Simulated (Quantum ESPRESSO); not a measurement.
# Constrained canting in MnI2, part 2 of 3

Wanted: bilinear and biquadratic couplings of MnI2 from constrained non-collinear runs.

Quantum ESPRESSO 7.5; LDA with U = 4 eV on Mn d (ortho-atomic projectors); plane waves with GBRV 1.5 LDA potentials, no spin-orbit coupling.

So far, largest spin moment in the atom's sphere (μB): step 2 (the collinear order that defines the sublattices) 4.61; step 3 (the parallel state in the same cell) 4.62.

The database entry behind the starting cell has ideal inner coordinates that were not refined, so it need not match the best structure at ambient conditions.

## (4) Angle 0°, no penalty

The two sets tilt by half the angle to either side of z. A collinear state is stationary and needs no penalty.

Input file pw.in:

```
&CONTROL
  calculation = 'scf'
  prefix = 'pwscf'
  outdir = './tmp'
  pseudo_dir = './pseudo'
  disk_io = 'nowf'
/
&SYSTEM
  ibrav = 0
  celldm(1) = 8
  nat = 6
  ntyp = 2
  ecutwfc = 34
  ecutrho = 238
  nbnd = 78
  occupations = 'smearing'
  smearing = 'fd'
  degauss = 0.00734986
  noncolin = .true.
  starting_magnetization(1) = 0.3073
  angle1(1) = 0
  angle2(1) = 0
  starting_magnetization(2) = 0
  nosym = .true.
/
&ELECTRONS
  conv_thr = 6d-08
  electron_maxstep = 150
  mixing_beta = 0.3
/
ATOMIC_SPECIES
Mn     54.9380 mn_lda_v1.5.uspp.F.UPF
I     126.9045 i_lda_v1.uspp.F.UPF
CELL_PARAMETERS alat
   0.9826575848054    0.0000000000000    0.0000000000000
  -0.9826575848054    1.7020128633054    0.0000000000000
   0.0000000000000    0.0000000000000    1.6109915212435
ATOMIC_POSITIONS crystal
Mn      0.0000000000    0.0000000000    0.0000000000
Mn      0.0000000000    0.5000000000    0.0000000000
I       0.3333333333    0.3333333334    0.2500000000
I       0.3333333333    0.8333333333    0.2500000000
I       0.6666666667    0.1666666666    0.7500000000
I       0.6666666667    0.6666666666    0.7500000000
K_POINTS automatic
4 2 2 0 0 0
HUBBARD {ortho-atomic}
U Mn-3d 4.0000
```

Command:

```console
$ OMP_NUM_THREADS=1 mpirun -n 4 pw.x -nk 2 -in pw.in > pw.out
```

What it wrote:

```text
[banner, memory and clock lines left out]
Program PWSCF v.7.5 starts

     Found identity + (  0.0000 -0.5000  0.0000) symmetry
     This is a supercell, fractional translations are disabled

     bravais-lattice index     =            0
     lattice parameter (alat)  =       8.0000  a.u.
     unit-cell volume          =    1379.5208 (a.u.)^3
     number of atoms/cell      =            6
     number of atomic types    =            2
     number of electrons       =        58.00
     number of Kohn-Sham states=           78
     kinetic-energy cutoff     =      34.0000  Ry
     charge density cutoff     =     238.0000  Ry
     scf convergence threshold =      6.0E-08
     mixing beta               =       0.3000
     number of iterations used =            8  plain     mixing
     Exchange-correlation= SLA  PZ   NOGX NOGC
                           (   1   1   0   0   0   0   0)
     Noncollinear calculation without spin-orbit

     Hubbard projectors: ortho-atomic
     Hubbard parameters of DFT+U (Dudarev formulation) in eV:
     U(Mn-3d) =  4.0000

     Internal variables: lda_plus_u =T, lda_plus_u_kind = 0

     Internal variables: orbital_resolved =F, hub_pot_fix =F, apply_U = F

     [... lines left out ...]
     PseudoPot. # 1 for Mn read from file:
     mn_lda_v1.5.uspp.F.UPF
     Pseudo is Ultrasoft + core correction, Zval = 15.0

     PseudoPot. # 2 for I  read from file:
     i_lda_v1.uspp.F.UPF
     Pseudo is Ultrasoft + core correction, Zval =  7.0

     atomic species   valence    mass     pseudopotential
     Mn               15.00    54.93800     Mn( 1.00)
     I                 7.00   126.90450     I ( 1.00)

     No symmetry found

   Cartesian axes

     site n.     atom                  positions (alat units)
         1        Mn     tau(   1) = (   0.0000000   0.0000000   0.0000000  )
         2        Mn     tau(   2) = (  -0.4913288   0.8510064   0.0000000  )
         3        I      tau(   3) = (  -0.0000000   0.5673376   0.4027479  )
         4        I      tau(   4) = (  -0.4913288   1.4183441   0.4027479  )
         5        I      tau(   5) = (   0.4913288   0.2836688   1.2082436  )
         6        I      tau(   6) = (   0.0000000   1.1346752   1.2082436  )

     number of k points=    16  Fermi-Dirac smearing, width (Ry)=  0.0073

     Dense  grid:    85399 G-vectors     FFT dimensions: (  40,  80,  64)

     Smooth grid:    36941 G-vectors     FFT dimensions: (  30,  60,  48)

     Check: negative core charge=   -0.000008
     Generating pointlists ...
     new r_m :   0.2870 (alat units)  2.2960 (a.u.) for type    1
     new r_m :   0.2870 (alat units)  2.2960 (a.u.) for type    2

     Initial potential from superposition of free atoms

     starting charge      56.9995, renormalised to      58.0000

     STARTING HUBBARD OCCUPATIONS:

     ================= HUBBARD OCCUPATIONS ================
     ------------------------ ATOM    1 ------------------------
     Tr[ns(  1)] (up, down, total) =   5.00000  0.00000  5.00000
     [... lines left out ...]
     Atomic magnetic moment mx, my, mz =     0.000000    0.000000    5.000000
     ------------------------ ATOM    2 ------------------------
     Tr[ns(  2)] (up, down, total) =   5.00000  0.00000  5.00000
     [... lines left out ...]
     Atomic magnetic moment mx, my, mz =     0.000000    0.000000    5.000000

     Number of occupied Hubbard levels =   10.0000

     atom number    1 relative position :    0.0000   0.0000   0.0000
     charge :    13.805385  (integrated on a sphere of radius 0.287)
     magnetization :          0.000000    0.000000    4.166110
     magnetization/charge:    0.000000    0.000000    0.301774
     polar coord.: r, theta, phi [deg] :     4.166110    0.000000  360.000000

     atom number    2 relative position :   -0.4913   0.8510   0.0000
[...]
================= HUBBARD OCCUPATIONS ================
     ------------------------ ATOM    1 ------------------------
     Tr[ns(  1)] (up, down, total) =   4.97141  0.15469  5.12610
     [... lines left out ...]
     Atomic magnetic moment mx, my, mz =     0.000000   -0.000000    4.816717
     ------------------------ ATOM    2 ------------------------
     Tr[ns(  2)] (up, down, total) =   4.97149  0.15469  5.12618
     [... lines left out ...]
     Atomic magnetic moment mx, my, mz =     0.000000   -0.000000    4.816807

     Number of occupied Hubbard levels =   10.2523

     Threshold (ethr) on eigenvalues was too large:
     Diagonalizing with lowered threshold

     Davidson diagonalization with overlap
     ethr =  6.33E-04,  avg # of iterations =  2.5

     total energy              =    -681.04704772 Ry
     estimated scf accuracy    <       0.40006387 Ry

     total magnetization       =     0.00     0.00    10.00 Bohr mag/cell
     absolute magnetization    =    10.00 Bohr mag/cell

     [... further iterations left out ...]

     iteration # 11     ecut=    34.00 Ry     beta= 0.30
     Davidson diagonalization with overlap
     ethr =  1.26E-10,  avg # of iterations =  2.0

     atom number    1 relative position :    0.0000   0.0000   0.0000
     charge :    13.552704  (integrated on a sphere of radius 0.287)
     magnetization :          0.000000   -0.000000    4.620751
     magnetization/charge:    0.000000   -0.000000    0.340947
     polar coord.: r, theta, phi [deg] :     4.620751    0.000000  360.000000

     atom number    2 relative position :   -0.4913   0.8510   0.0000
     charge :    13.552705  (integrated on a sphere of radius 0.287)
     magnetization :          0.000000   -0.000000    4.620750
     magnetization/charge:    0.000000   -0.000000    0.340947
     polar coord.: r, theta, phi [deg] :     4.620750    0.000000  360.000000

     atom number    3 relative position :   -0.0000   0.5673   0.4027
     charge :     4.729199  (integrated on a sphere of radius 0.287)
     magnetization :         -0.000000   -0.000000    0.052584
     magnetization/charge:   -0.000000   -0.000000    0.011119
     polar coord.: r, theta, phi [deg] :     0.052584    0.000000  360.000000

     atom number    4 relative position :   -0.4913   1.4183   0.4027
     charge :     4.729199  (integrated on a sphere of radius 0.287)
     magnetization :         -0.000000   -0.000000    0.052584
     magnetization/charge:   -0.000000   -0.000000    0.011119
     polar coord.: r, theta, phi [deg] :     0.052584    0.000000  360.000000

     atom number    5 relative position :    0.4913   0.2837   1.2082
     charge :     4.729199  (integrated on a sphere of radius 0.287)
     magnetization :         -0.000000   -0.000000    0.052584
     magnetization/charge:   -0.000000   -0.000000    0.011119
     polar coord.: r, theta, phi [deg] :     0.052584    0.000000  360.000000

     atom number    6 relative position :    0.0000   1.1347   1.2082
     charge :     4.729199  (integrated on a sphere of radius 0.287)
     magnetization :         -0.000000   -0.000000    0.052584
     magnetization/charge:   -0.000000   -0.000000    0.011119
     polar coord.: r, theta, phi [deg] :     0.052584    0.000000  360.000000

     End of self-consistent calculation

     ================= HUBBARD OCCUPATIONS ================
     ------------------------ ATOM    1 ------------------------
     Tr[ns(  1)] (up, down, total) =   4.99055  0.26434  5.25490
     [... lines left out ...]
     Atomic magnetic moment mx, my, mz =     0.000000   -0.000000    4.726208
     ------------------------ ATOM    2 ------------------------
     Tr[ns(  2)] (up, down, total) =   4.99055  0.26435  5.25490
     [... lines left out ...]
     Atomic magnetic moment mx, my, mz =     0.000000   -0.000000    4.726207

     Number of occupied Hubbard levels =   10.5098
     [... lines left out ...]
     the Fermi energy is     5.5178 ev

!    total energy              =    -681.11964216 Ry
     estimated scf accuracy    <          1.2E-09 Ry
     smearing contrib. (-TS)   =      -0.00000036 Ry
     internal energy E=F+TS    =    -681.11964180 Ry

     The total energy is F=E-TS. E is the sum of the following terms:
     one-electron contribution =    -409.47061644 Ry
     hartree contribution      =     220.32002024 Ry
     xc contribution           =    -242.37197465 Ry
     ewald contribution        =    -249.67059269 Ry
     Hubbard energy            =       0.07352175 Ry

     total magnetization       =     0.00    -0.00    10.00 Bohr mag/cell
     absolute magnetization    =    10.00 Bohr mag/cell

     convergence has been achieved in  11 iterations
```

It took 89 s on 4 MPI ranks of Arm Neoverse V1, shared host; peak memory 0.88 GiB; 5.9 min of CPU time.

Spin moment in the atom's sphere by atom:

| atom | x (μB) | y (μB) | z (μB) | size |
| --- | --- | --- | --- | --- |
| Mn1 | 0.00 | 0.00 | 4.62 | 4.62 |
| Mn2 | 0.00 | 0.00 | 4.62 | 4.62 |
| I3 | 0.00 | 0.00 | 0.05 | 0.05 |
| I4 | 0.00 | 0.00 | 0.05 | 0.05 |
| I5 | 0.00 | 0.00 | 0.05 | 0.05 |
| I6 | 0.00 | 0.00 | 0.05 | 0.05 |

Read from the output:

```
smearing term TS       : 4.89e-6 eV
magnetization          : 0, 0, 10 μB
absolute magnetization : 10 μB
final state            : ferromagnetic
```

## (5) Angle 30°, lambda 1 Ry

A penalty pulls the polar angle of each moment to the typed one; its size and its azimuth are free.

pw.in, as its differences from that of step 4:

```diff
@@ -11,3 +11,3 @@
   nat = 6
-  ntyp = 2
+  ntyp = 3
   ecutwfc = 34
@@ -20,5 +20,12 @@
   starting_magnetization(1) = 0.3073
-  angle1(1) = 0
+  angle1(1) = 15.001
   angle2(1) = 0
-  starting_magnetization(2) = 0
+  starting_magnetization(2) = 0.3073
+  angle1(2) = 15.001
+  angle2(2) = 180
+  starting_magnetization(3) = 0.0071
+  angle1(3) = 0
+  angle2(3) = 0
+  constrained_magnetization = 'atomic direction'
+  lambda = 1
   nosym = .true.
@@ -31,3 +38,4 @@
 ATOMIC_SPECIES
-Mn     54.9380 mn_lda_v1.5.uspp.F.UPF
+Mn1    54.9380 mn_lda_v1.5.uspp.F.UPF
+Mn2    54.9380 mn_lda_v1.5.uspp.F.UPF
 I     126.9045 i_lda_v1.uspp.F.UPF
@@ -38,4 +46,4 @@
 ATOMIC_POSITIONS crystal
-Mn      0.0000000000    0.0000000000    0.0000000000
-Mn      0.0000000000    0.5000000000    0.0000000000
+Mn1     0.0000000000    0.0000000000    0.0000000000
+Mn2     0.0000000000    0.5000000000    0.0000000000
 I       0.3333333333    0.3333333334    0.2500000000
@@ -47,2 +55,3 @@
 HUBBARD {ortho-atomic}
-U Mn-3d 4.0000
+U Mn1-3d 4.0000
+U Mn2-3d 4.0000
```

What it wrote:

```text
     [... lines left out ...]
Program PWSCF v.7.5 starts
     [... lines left out ...]
     number of atoms/cell      =            6
     [... lines left out ...]
     number of electrons       =        58.00
     number of Kohn-Sham states=           78
     kinetic-energy cutoff     =      34.0000  Ry
     charge density cutoff     =     238.0000  Ry
     scf convergence threshold =      6.0E-08
     [... lines left out ...]
     Noncollinear calculation without spin-orbit
     [... lines left out ...]
     No symmetry found
     [... lines left out ...]
     number of k points=    16  Fermi-Dirac smearing, width (Ry)=  0.0073
     [... lines left out ...]
     iteration # 10     ecut=    34.00 Ry     beta= 0.30
     [... lines left out ...]
     constraint energy (Ry) =      0.00000130
     atom number    1 relative position :    0.0000   0.0000   0.0000
     [... lines left out ...]
     magnetization :          1.193885   -0.000059    4.463026
     [... lines left out ...]
     atom number    2 relative position :   -0.4913   0.8510   0.0000
[...]
magnetization :         -1.193898   -0.000010    4.463023
[...]
atom number    3 relative position :   -0.0000   0.5673   0.4027
[...]
magnetization :         -0.001711   -0.000000    0.050833
[...]
atom number    4 relative position :   -0.4913   1.4183   0.4027
     [... lines left out ...]
     magnetization :          0.001710   -0.000000    0.050833
     [... lines left out ...]
     atom number    5 relative position :    0.4913   0.2837   1.2082
     [... lines left out ...]
     magnetization :          0.001710   -0.000000    0.050833
     [... lines left out ...]
     atom number    6 relative position :    0.0000   1.1347   1.2082
     [... lines left out ...]
     magnetization :         -0.001709   -0.000000    0.050833
     [... lines left out ...]
     Tr[ns(  1)] (up, down, total) =   4.90999  0.34504  5.25503
     [... lines left out ...]
     Tr[ns(  2)] (up, down, total) =   4.90999  0.34504  5.25503
     [... lines left out ...]
     the Fermi energy is     5.5159 ev
!    total energy              =    -681.11963063 Ry
     estimated scf accuracy    <       0.00000003 Ry
     smearing contrib. (-TS)   =      -0.00000035 Ry
     [... lines left out ...]
     total magnetization       =    -0.00    -0.00     9.66 Bohr mag/cell
     absolute magnetization    =     9.99 Bohr mag/cell
     [... lines left out ...]
     convergence has been achieved in  10 iterations
```

The job ended after 88 s (4 MPI ranks; peak memory 0.87 GiB; 5.9 min of CPU time).

Spin moment in the atom's sphere by atom:

| atom | x (μB) | y (μB) | z (μB) | size |
| --- | --- | --- | --- | --- |
| Mn1 | 1.19 | 0.00 | 4.46 | 4.62 |
| Mn2 | -1.19 | 0.00 | 4.46 | 4.62 |
| I3 | 0.00 | 0.00 | 0.05 | 0.05 |
| I4 | 0.00 | 0.00 | 0.05 | 0.05 |
| I5 | 0.00 | 0.00 | 0.05 | 0.05 |
| I6 | 0.00 | 0.00 | 0.05 | 0.05 |

Read from the output:

* smearing term TS: 4.77e-6 eV
* magnetization: 0, 0, 9.659 μB
* absolute magnetization: 9.988 μB
* penalty energy: 0.0177 meV
* final state: non-collinear

## (6) Angle 60°, lambda 1 Ry

Input file pw.in:

```
&CONTROL
  calculation = 'scf'
  prefix = 'pwscf'
  outdir = './tmp'
  pseudo_dir = './pseudo'
  disk_io = 'nowf'
/
&SYSTEM
  ibrav = 0
  celldm(1) = 8
  nat = 6
  ntyp = 4
  ecutwfc = 34
  ecutrho = 238
  nbnd = 78
  occupations = 'smearing'
  smearing = 'fd'
  degauss = 0.00734986
  noncolin = .true.
  starting_magnetization(1) = 0.3073
  angle1(1) = 30
  angle2(1) = 0
  starting_magnetization(2) = 0.3073
  angle1(2) = 30
  angle2(2) = 180
  starting_magnetization(3) = 0.0073
  angle1(3) = 11.31
  angle2(3) = 180
  starting_magnetization(4) = 0.0073
  angle1(4) = 11.31
  angle2(4) = 0
  constrained_magnetization = 'atomic direction'
  lambda = 1
  nosym = .true.
/
&ELECTRONS
  conv_thr = 6d-08
  electron_maxstep = 150
  mixing_beta = 0.3
/
ATOMIC_SPECIES
Mn1    54.9380 mn_lda_v1.5.uspp.F.UPF
Mn2    54.9380 mn_lda_v1.5.uspp.F.UPF
I1    126.9045 i_lda_v1.uspp.F.UPF
I2    126.9045 i_lda_v1.uspp.F.UPF
CELL_PARAMETERS alat
   0.9826575848054    0.0000000000000    0.0000000000000
  -0.9826575848054    1.7020128633054    0.0000000000000
   0.0000000000000    0.0000000000000    1.6109915212435
ATOMIC_POSITIONS crystal
Mn1     0.0000000000    0.0000000000    0.0000000000
Mn2     0.0000000000    0.5000000000    0.0000000000
I1      0.3333333333    0.3333333334    0.2500000000
I2      0.3333333333    0.8333333333    0.2500000000
I2      0.6666666667    0.1666666666    0.7500000000
I1      0.6666666667    0.6666666666    0.7500000000
K_POINTS automatic
4 2 2 0 0 0
HUBBARD {ortho-atomic}
U Mn1-3d 4.0000
U Mn2-3d 4.0000
```

What it wrote:

```text
     [... lines left out ...]
Program PWSCF v.7.5 starts
     [... lines left out ...]
     number of atoms/cell      =            6
     [... lines left out ...]
     number of electrons       =        58.00
     number of Kohn-Sham states=           78
     kinetic-energy cutoff     =      34.0000  Ry
     charge density cutoff     =     238.0000  Ry
     scf convergence threshold =      6.0E-08
     [... lines left out ...]
     Noncollinear calculation without spin-orbit
     [... lines left out ...]
     No symmetry found
     [... lines left out ...]
     number of k points=    16  Fermi-Dirac smearing, width (Ry)=  0.0073
     [... lines left out ...]
     iteration # 59     ecut=    34.00 Ry     beta= 0.30
     [... lines left out ...]
     Error in routine c_bands (1):
     too many bands are not converged
 %%%%%%%%%%%%%%%%%%%%%%%%%%%%%%%%%%%%%%%%%%%%%%%%%%%%%%%%%%%%%%%%%%%%%%%%%%%%%%
     stopping ...
[key lines of the parts left out:]
total magnetization       =    -0.01    -0.01     8.71 Bohr mag/cell
total energy              =    -687.47854396 Ry
```

Elapsed: 30 min, on 4 MPI ranks; peak memory 0.91 GiB.

Residual by cycle:

cycle, log10 residual and a bar from the least value:
```
        1        0.7 ############
        6        2.9 #######################
       11        3.0 ########################
       17        0.3 ##########
       22       -0.9 ###
       27        0.8 ############
       32        4.3 ##############################
       37       -1.2 ##
       42       -1.6 
       48        3.9 ############################
       53        2.0 ##################
       58        0.5 ###########
```

The run stopped without converging, so none of its numbers is a property of the system.

After 58 cycles the residual stands at 3.3, against 0.10 at cycle 30 and a least value of 0.025.

The program's message: “c_bands (1): too many bands are not converged”

(Part 2 of 3 ends here.)

[Logs and program files are shortened in this print: banners, set-up blocks, solver, clock and traceback lines can be left out without a mark of their own.]

[Logs are printed without paths, hosts, clocks, repeated set-up lines and the standing remarks that a program may print on its own settings, such as how far it seeks lower states.]

[Hosts, paths, dates, database ids (printed as entryN), source tags and the programs' standing remarks are cut or masked in the printed files.]

[Where a cell is said to come from a database of computed structures, the database is the Materials Project.]
